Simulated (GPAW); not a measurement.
**N/Ru(0001) in an electric field**

Aim: the dipole that a field along the normal induces in N/Ru(0001).

Program: GPAW 26.7.0. Level of theory: GPAW, PAW setups; slab in vacuum, relaxation, in the first sound run; inputs show where later runs differ. Results are calculated unless marked as measured.

## Step 1: Starting point

The cell holds 5 atoms: 4 Ru and 1 N. Cell: a = 2.700 Å, b = 2.700 Å, c = 25.925 Å, α = 90.0°, β = 90.0°, γ = 60.0°. Vacuum lies along c.

## Step 2: Relaxing the atoms

Forces are removed first; all later runs use this geometry. The lowest 2 atoms are held at bulk positions and keep their forces.

run.py

```python
import json
import numpy as np
from ase import Atoms
from ase.constraints import FixAtoms
from ase.optimize import BFGS
from gpaw import GPAW, PW

slab = Atoms(
    ['Ru', 'Ru', 'Ru', 'Ru', 'N'],
    positions=[
        [2.70000, 1.55885, 9.00000],
        [0.00000, 0.00000, 11.13840],
        [2.70000, 1.55885, 13.27680],
        [0.00000, 0.00000, 15.41520],
        [2.70000, 1.55885, 16.92480]],
    cell=[[2.7, 0.0, 0.0], [1.35, 2.33827, 0.0], [0.0, 0.0, 25.9248]],
    pbc=[True, True, False])

slab.calc = GPAW(mode=PW(500), xc='PBE', kpts={'size': (13, 13, 1), 'gamma': True},
                 occupations={'name': 'fermi-dirac', 'width': 0.1}, nbands='160%',
                 convergence={'density': 1e-05}, maxiter=200,
                 poissonsolver={'dipolelayer': 'xy'},
                 symmetry={'tolerance': 1e-3, 'extra_ids': [1, 1, 0, 0, 0]}, txt='slab.txt')
result = {}
slab.set_constraint(FixAtoms([0, 1]))
path = []
opt = BFGS(slab, maxstep=0.2)
opt.attach(lambda: path.append((slab.get_potential_energy(), slab.positions.tolist(), slab.get_forces().tolist())))
result['relaxed'] = bool(opt.run(fmax=0.03, steps=40))
result['path'] = path
energy = slab.get_potential_energy()
fermi = slab.calc.get_fermi_level()
v = slab.calc.get_electrostatic_potential().mean((0, 1)) - fermi
n = slab.calc.get_pseudo_density().mean((0, 1))
L = slab.cell[2, 2]
z = np.arange(len(v)) * L / len(v)
low, high = slab.positions[:, 2].min(), slab.positions[:, 2].max()
below, above = np.interp([low - 6.8, high + 6.8], z, v)
slopes = [np.interp(x, z, np.gradient(v, z)) for x in (low - 6.8, high + 6.8)]
eps = np.array([[slab.calc.get_eigenvalues(k, s) for k in range(len(slab.calc.get_ibz_k_points()))]
                for s in range(slab.calc.get_number_of_spins())]) - fermi
top, bottom = eps[eps < 0].max(), eps[eps > 0].min()
dipole = slab.get_dipole_moment()[2]
print(f'energy {energy:.4f} eV, Fermi level {fermi:.4f} eV, dipole {dipole:.5f} e A')
print(f'potential 6.8 A off the faces, from the Fermi level: lower {below:.4f} eV, upper {above:.4f} eV')
print(f'slope of the potential there: lower {slopes[0]:.5f}, upper {slopes[1]:.5f} eV/A')
print(f'nearest levels on the mesh: {top:.4f} and {bottom:.4f} eV')
print('magnetic moment', round(slab.get_magnetic_moment(), 3))
result.update(energy=energy, fermi=fermi, dipole=dipole, below=below, above=above, slopes=slopes, edges=[top, bottom],
              z=z.tolist(), v=v.tolist(), n=n.tolist(), positions=slab.positions.tolist(),
              forces=slab.get_forces(apply_constraint=False).tolist(), moments=slab.get_magnetic_moments().tolist())
json.dump(result, open('result.json', 'w'))
```

Run with:

```bash
$ OMP_NUM_THREADS=1 OPENBLAS_NUM_THREADS=1 python run.py
```

The log of the run:

```text
Step          Energy          fmax
BFGS:    0      -42.594605        4.708689
BFGS:    1      -43.046955        2.771689
BFGS:    2      -43.256991        0.409615
BFGS:    3      -43.260875        0.205199
BFGS:    4      -43.261831        0.151666
BFGS:    5      -43.263323        0.106453
BFGS:    6      -43.263598        0.061180
BFGS:    7      -43.263691        0.035625
BFGS:    8      -43.263781        0.052591
BFGS:    9      -43.263952        0.078706
BFGS:   10      -43.264120        0.098755
BFGS:   11      -43.264345        0.062647
BFGS:   12      -43.264459        0.014316
energy -43.1752 eV, Fermi level 1.0031 eV, dipole -0.07413 e A
potential 6.8 A off the faces, from the Fermi level: lower 5.0409 eV, upper 7.1614 eV
slope of the potential there: lower -0.00063, upper 0.00022 eV/A
nearest levels on the mesh: -0.0095 and 0.0231 eV
magnetic moment 0.0
```

Wall time 28 min (1 thread of Arm Neoverse V1, shared host); peak memory 0.28 GiB.

Relaxation path:

```tsv
step	energy less that of the first step (eV)	largest force (eV/Å)
1	0.0000	4.7087
2	-0.4521	2.7717
3	-0.6501	0.4096
4	-0.6542	0.2052
5	-0.6551	0.1517
6	-0.6560	0.1065
7	-0.6560	0.0612
8	-0.6560	0.0356
9	-0.6560	0.0526
10	-0.6561	0.0787
11	-0.6563	0.0988
12	-0.6567	0.0626
13	-0.6570	0.0143
```

The atoms that moved most (Å):

```tsv
atom	dx	dy	dz	length
N5	0.000	0.000	-0.168	0.168
Ru4	0.000	0.000	0.131	0.131
Ru3	0.000	0.000	0.010	0.010
```

Final coordinates:

```
Ru N
1.0
     2.70000    0.00000    0.00000
     1.35000    2.33827    0.00000
     0.00000    0.00000   25.92480
Ru N
4 1
Direct
  0.66667 0.66667 0.34716
  0.00000 0.00000 0.42964
  0.66667 0.66667 0.51251
  0.00000 0.00000 0.59967
  0.66667 0.66667 0.64638
```

This step gave:

- dipole along the normal: -0.07413 e·Å
- levels nearest the Fermi level on the mesh: -0.009501, 0.02305 eV from the Fermi level
- upper work function: 7.161 eV
- lower work function: 5.041 eV

The electrostatic potential energy of an electron (without an applied field's), less the Fermi level, planar mean oscillates, so the rows of the table below give means over windows of 2.11 Å about each position, cut where the curve ends. Its maxima inside the range that stand out by 2 % of the span (Å: eV): 10.1: -1.86, 12.2: -1.90, 14.4: -1.11, 16.3: -9.61, 22.9: 7.16. Its minima: 9.0: -28.0, 11.1: -28.5, 13.3: -28.2, 15.6: -29.3, 16.7: -15.1.

Electrostatic potential energy of an electron (without an applied field's), less the Fermi level, planar mean against z; means over each step:

z (Å), electrostatic potential energy of an electron (without an applied field's), less the Fermi level, planar mean (eV) and a bar from the least value:
```
     1.05        5.1 ############################
     3.17        5.0 ###########################
     5.28        5.0 ###########################
     7.39        2.1 ########################
     9.50      -13.4 #####
    11.61      -13.6 ####
    13.72      -13.2 #####
    15.83      -17.1 
    17.94        4.3 ##########################
    20.05        7.2 ##############################
    22.16        7.2 ##############################
    24.27        7.2 ##############################
```

The pseudo valence density, planar mean oscillates, so the rows of the table below give means over windows of 2.11 Å about each position, cut where the curve ends. Its maxima inside the range that stand out by 2 % of the span (Å: e/Å³): 9.0: 2.67, 11.1: 2.68, 13.3: 2.66, 15.6: 2.68. Its minima: 10.0: 0.383, 12.3: 0.373, 14.4: 0.316.

Table of pseudo valence density, planar mean by z; means over each step:

z (Å), pseudo valence density, planar mean (e/Å³) and a bar:
```
     3.17       0.00 
     5.28       0.00 
     7.39       0.12 ###
     9.50       1.19 ##########################
    11.61       1.19 ##########################
    13.72       1.16 ##########################
    15.83       1.35 ##############################
    17.94       0.17 ####
    20.05       0.00
```

The relaxation lowered the energy of the cell by 0.657 eV (energies extrapolated to zero smearing; the optimiser's log prints free energies). The largest force left on a free atom is 0.014 eV/Å.

## Step 3: Plane waves, PBE

The work function is the vacuum plateau of the electrostatic potential less the Fermi level; a dipole layer lets the two faces have plateaus of their own.

This step: GPAW, PAW setups; slab in vacuum (GPAW 26.7.0).

Changes to run.py since step 2:

```diff
@@ -3,4 +3,2 @@
 from ase import Atoms
-from ase.constraints import FixAtoms
-from ase.optimize import BFGS
 from gpaw import GPAW, PW
@@ -12,5 +10,5 @@
         [0.00000, 0.00000, 11.13840],
-        [2.70000, 1.55885, 13.27680],
-        [0.00000, 0.00000, 15.41520],
-        [2.70000, 1.55885, 16.92480]],
+        [2.70000, 1.55885, 13.28674],
+        [-0.00000, 0.00000, 15.54638],
+        [2.70000, 1.55885, 16.75725]],
     cell=[[2.7, 0.0, 0.0], [1.35, 2.33827, 0.0], [0.0, 0.0, 25.9248]],
@@ -22,10 +20,4 @@
                  poissonsolver={'dipolelayer': 'xy'},
-                 symmetry={'tolerance': 1e-3, 'extra_ids': [1, 1, 0, 0, 0]}, txt='slab.txt')
+                 symmetry={'tolerance': 1e-3}, txt='slab.txt')
 result = {}
-slab.set_constraint(FixAtoms([0, 1]))
-path = []
-opt = BFGS(slab, maxstep=0.2)
-opt.attach(lambda: path.append((slab.get_potential_energy(), slab.positions.tolist(), slab.get_forces().tolist())))
-result['relaxed'] = bool(opt.run(fmax=0.03, steps=40))
-result['path'] = path
 energy = slab.get_potential_energy()
```

The log of the run:

```text
energy -43.1752 eV, Fermi level 1.0032 eV, dipole -0.07443 e A
potential 6.8 A off the faces, from the Fermi level: lower 5.0406 eV, upper 7.1608 eV
slope of the potential there: lower -0.00057, upper 0.00015 eV/A
nearest levels on the mesh: -0.0095 and 0.0230 eV
magnetic moment 0.0
```

Run time: 2.9 min. Hardware: 1 thread; peak memory 0.27 GiB.

Numbers from this step:

```
dipole along the normal                    : -0.07443 e·Å
levels nearest the Fermi level on the mesh : -0.009521, 0.02305 eV from the Fermi level
```

The electrostatic potential energy of an electron (without an applied field's), less the Fermi level, planar mean oscillates, so the rows of the table below give means over windows of 2.11 Å about each position, cut where the curve ends. Its maxima inside the range that stand out by 2 % of the span (Å: eV): 10.1: -1.86, 12.2: -1.90, 14.4: -1.11, 16.3: -9.61, 22.5: 7.16. Its minima: 9.0: -28.0, 11.1: -28.5, 13.3: -28.2, 15.6: -29.3, 16.7: -15.1.

Electrostatic potential energy of an electron (without an applied field's), less the Fermi level, planar mean against z; means over each step:

```tsv
z (Å)	electrostatic potential energy of an electron (without an applied field's), less the Fermi level, planar mean (eV)
1.05	5.14
3.17	5.04
5.28	5.02
7.39	2.09
9.50	-13.4
11.61	-13.6
13.72	-13.2
15.83	-17.1
17.94	4.29
20.05	7.16
22.16	7.16
24.27	7.16
```

The pseudo valence density, planar mean oscillates, so the rows of the table below give means over windows of 2.11 Å about each position, cut where the curve ends. Its maxima inside the range that stand out by 2 % of the span (Å: e/Å³): 9.0: 2.67, 11.1: 2.68, 13.3: 2.66, 15.6: 2.68. Its minima: 10.0: 0.383, 12.3: 0.373, 14.4: 0.316.

Pseudo valence density, planar mean against z; means over each step:

z (Å), pseudo valence density, planar mean (e/Å³) and a bar:
```
     3.17       0.00 
     5.28       0.00 
     7.39       0.12 ###
     9.50       1.19 ##########################
    11.61       1.19 ##########################
    13.72       1.16 ##########################
    15.83       1.35 ##############################
    17.94       0.17 ####
    20.05       0.00
```

Force by atom:

```tsv
atom	x (eV/Å)	y (eV/Å)	z (eV/Å)	size
Ru1	0.000	0.000	0.713	0.713
Ru2	0.000	0.000	-0.771	0.771
Ru3	0.000	0.000	0.000	0.000
Ru4	0.000	0.000	-0.015	0.015
N5	0.000	0.000	0.004	0.004
```

The potential is flat to 5.7e-4 eV/Å where it is read, so the vacuum is wide enough.

## Step 4: In a field

A uniform field along the normal polarises the slab; the atoms stay fixed, so this is the electronic response alone.

Changes to run.py since step 3:

```diff
@@ -4,2 +4,3 @@
 from gpaw import GPAW, PW
+from gpaw.external import ConstantElectricField
 
@@ -20,2 +21,3 @@
                  poissonsolver={'dipolelayer': 'xy'},
+                 external=ConstantElectricField(-0.2, [0, 0, 1]),
                  symmetry={'tolerance': 1e-3}, txt='slab.txt')
```

The log of the run:

```text
energy -43.1971 eV, Fermi level 1.0715 eV, dipole -0.14657 e A
potential 6.8 A off the faces, from the Fermi level: lower 3.8853 eV, upper 8.0880 eV
slope of the potential there: lower -0.00058, upper 0.00014 eV/A
nearest levels on the mesh: -0.0086 and 0.0240 eV
magnetic moment 0.0
```

Wall time 14 min (1 thread); peak memory 0.64 GiB.

Numbers from this step:

- dipole along the normal: -0.1466 e·Å
- levels nearest the Fermi level on the mesh: -0.008599, 0.02403 eV from the Fermi level
- potential below the slab, the applied field's own ramp left out: 3.885 eV from the Fermi level
- potential above the slab, the applied field's own ramp left out: 8.088 eV from the Fermi level

The electrostatic potential energy of an electron (without an applied field's), less the Fermi level, planar mean oscillates, so the rows of the table below give means over windows of 1 Å about each position, cut where the curve ends. Its maxima inside the range that stand out by 2 % of the span (Å: eV): 10.1: -2.43, 12.2: -2.06, 14.4: -0.823, 16.3: -8.93, 22.5: 8.09. Its minima: 9.0: -28.8, 11.1: -28.8, 13.3: -28.1, 15.6: -28.8, 16.7: -14.4.

Table of electrostatic potential energy of an electron (without an applied field's), less the Fermi level, planar mean by z; means over each step:

```tsv
z (Å)	electrostatic potential energy of an electron (without an applied field's), less the Fermi level, planar mean (eV)
0	4.68
1	3.89
2	3.89
3	3.88
4	3.88
5	3.88
6	3.84
7	3.38
8	-2.67
9	-22.8
10	-5.58
11	-22.1
12	-6.61
13	-19.3
14	-8.54
15	-13.2
16	-17.6
17	-5.30
18	7.41
19	8.06
20	8.09
21	8.09
22	8.09
23	8.09
24	8.09
25	8.08
```

Force by atom:

```tsv
atom	x (eV/Å)	y (eV/Å)	z (eV/Å)	size
Ru1	0.000	0.000	0.718	0.718
Ru2	0.000	0.000	-0.777	0.777
Ru3	0.000	0.000	0.005	0.005
Ru4	0.000	0.000	-0.054	0.054
N5	-0.001	-0.001	0.047	0.047
```

The dipole is now -0.147 e Å, against -0.074 in the run without a field.

## Step 5: In a field

Changes to run.py since step 4:

```diff
@@ -21,3 +21,3 @@
                  poissonsolver={'dipolelayer': 'xy'},
-                 external=ConstantElectricField(-0.2, [0, 0, 1]),
+                 external=ConstantElectricField(-0.1, [0, 0, 1]),
                  symmetry={'tolerance': 1e-3}, txt='slab.txt')
```

The log of the run:

```text
energy -43.1843 eV, Fermi level 1.0378 eV, dipole -0.11025 e A
potential 6.8 A off the faces, from the Fermi level: lower 4.4620 eV, upper 7.6237 eV
slope of the potential there: lower -0.00057, upper 0.00016 eV/A
nearest levels on the mesh: -0.0090 and 0.0236 eV
magnetic moment 0.0
```

Run time: 13 min. Hardware: 1 thread; peak memory 0.64 GiB.

Numbers from this step:

```yaml
dipole_along_the_normal: -0.1102 e·Å
levels_nearest_the_fermi_level_on_the_mesh: -0.008960, 0.02363 eV from the Fermi level
potential_below_the_slab_the_applied_field_s_own_ramp_left_out: 4.462 eV from the Fermi level
potential_above_the_slab_the_applied_field_s_own_ramp_left_out: 7.624 eV from the Fermi level
```

The electrostatic potential energy of an electron (without an applied field's), less the Fermi level, planar mean oscillates, so the rows of the table below give means over windows of 1 Å about each position, cut where the curve ends. Its maxima inside the range that stand out by 2 % of the span (Å: eV): 10.1: -2.15, 12.2: -1.98, 14.4: -0.968, 16.3: -9.27, 22.5: 7.62. Its minima: 9.0: -28.4, 11.1: -28.7, 13.3: -28.2, 15.6: -29.1, 16.7: -14.8.

Electrostatic potential energy of an electron (without an applied field's), less the Fermi level, planar mean against z; means over each step:

```tsv
z (Å)	electrostatic potential energy of an electron (without an applied field's), less the Fermi level, planar mean (eV)
0	5.06
1	4.46
2	4.46
3	4.46
4	4.46
5	4.46
6	4.42
7	3.94
8	-2.17
9	-22.5
10	-5.28
11	-21.9
12	-6.51
13	-19.3
14	-8.65
15	-13.4
16	-17.9
17	-5.70
18	6.95
19	7.60
20	7.62
21	7.62
22	7.62
23	7.62
24	7.62
25	7.62
```

Force by atom:

```tsv
atom	x (eV/Å)	y (eV/Å)	z (eV/Å)	size
Ru1	0.000	0.000	0.715	0.715
Ru2	0.000	0.000	-0.774	0.774
Ru3	0.000	0.000	0.002	0.002
Ru4	0.000	0.000	-0.036	0.036
N5	-0.001	-0.001	0.024	0.024
```

The dipole is now -0.110 e Å, against -0.074 in the run without a field.

## Step 6: In a field

Changes to run.py since step 5:

```diff
@@ -21,3 +21,3 @@
                  poissonsolver={'dipolelayer': 'xy'},
-                 external=ConstantElectricField(-0.1, [0, 0, 1]),
+                 external=ConstantElectricField(-0.05, [0, 0, 1]),
                  symmetry={'tolerance': 1e-3}, txt='slab.txt')
```

The log of the run:

```text
energy -43.1793 eV, Fermi level 1.0206 eV, dipole -0.09208 e A
potential 6.8 A off the faces, from the Fermi level: lower 4.7513 eV, upper 7.3922 eV
slope of the potential there: lower -0.00060, upper 0.00016 eV/A
nearest levels on the mesh: -0.0092 and 0.0234 eV
magnetic moment 0.0
```

Run time: 13 min. Hardware: 1 thread; peak memory 0.64 GiB.

## Step 7: In a field

Changes to run.py since step 6:

```diff
@@ -21,3 +21,3 @@
                  poissonsolver={'dipolelayer': 'xy'},
-                 external=ConstantElectricField(-0.05, [0, 0, 1]),
+                 external=ConstantElectricField(0.05, [0, 0, 1]),
                  symmetry={'tolerance': 1e-3}, txt='slab.txt')
```

The log of the run:

```text
energy -43.1720 eV, Fermi level 0.9855 eV, dipole -0.05570 e A
potential 6.8 A off the faces, from the Fermi level: lower 5.3313 eV, upper 6.9296 eV
slope of the potential there: lower -0.00061, upper 0.00016 eV/A
nearest levels on the mesh: -0.0097 and 0.0228 eV
magnetic moment 0.0
```

Wall time 15 min (1 thread); peak memory 0.64 GiB.

The electrostatic potential energy of an electron (without an applied field's), less the Fermi level, planar mean by z:

```tsv
z (Å)	electrostatic potential energy of an electron (without an applied field's), less the Fermi level, planar mean (eV)
0.0	6.13
0.5	5.33
1.0	5.33
1.5	5.33
2.0	5.33
2.5	5.33
3.0	5.33
3.5	5.33
4.0	5.33
4.5	5.33
5.0	5.33
5.5	5.32
6.0	5.29
6.5	5.20
7.0	4.90
7.5	3.85
8.0	0.122
8.5	-12.7
9.0	-27.7
9.5	-12.9
10.0	-1.87
10.5	-8.43
11.0	-26.6
11.5	-19.0
12.0	-3.38
12.5	-4.66
13.0	-21.9
13.5	-24.4
14.0	-6.23
14.5	-1.45
15.0	-12.2
15.5	-29.0
16.0	-17.0
16.5	-11.4
17.0	-7.04
17.5	4.51
18.0	6.53
18.5	6.86
19.0	6.92
19.5	6.93
20.0	6.93
20.5	6.93
21.0	6.93
21.5	6.93
22.0	6.93
22.5	6.93
23.0	6.93
23.5	6.93
24.0	6.93
24.5	6.93
25.0	6.93
25.5	6.89
```

## Step 8: In a field

Changes to run.py since step 7:

```diff
@@ -21,3 +21,3 @@
                  poissonsolver={'dipolelayer': 'xy'},
-                 external=ConstantElectricField(0.05, [0, 0, 1]),
+                 external=ConstantElectricField(0.1, [0, 0, 1]),
                  symmetry={'tolerance': 1e-3}, txt='slab.txt')
```

The log of the run:

```text
energy -43.1697 eV, Fermi level 0.9678 eV, dipole -0.03752 e A
potential 6.8 A off the faces, from the Fermi level: lower 5.6217 eV, upper 6.6988 eV
slope of the potential there: lower -0.00064, upper 0.00016 eV/A
nearest levels on the mesh: -0.0102 and 0.0224 eV
magnetic moment 0.0
```

It took 14 min on 1 thread; peak memory 0.64 GiB.

The dipole is now -0.0375 e Å, against -0.074 in the run without a field.

[end of part 1 of 2]

[Logs are printed without paths, hosts, clocks, repeated set-up lines and the standing remarks that a program may print on its own settings, such as how far it seeks lower states.]

[Hosts, paths, dates, database ids (printed as entryN), source tags and the programs' standing remarks are cut or masked in the printed files.]
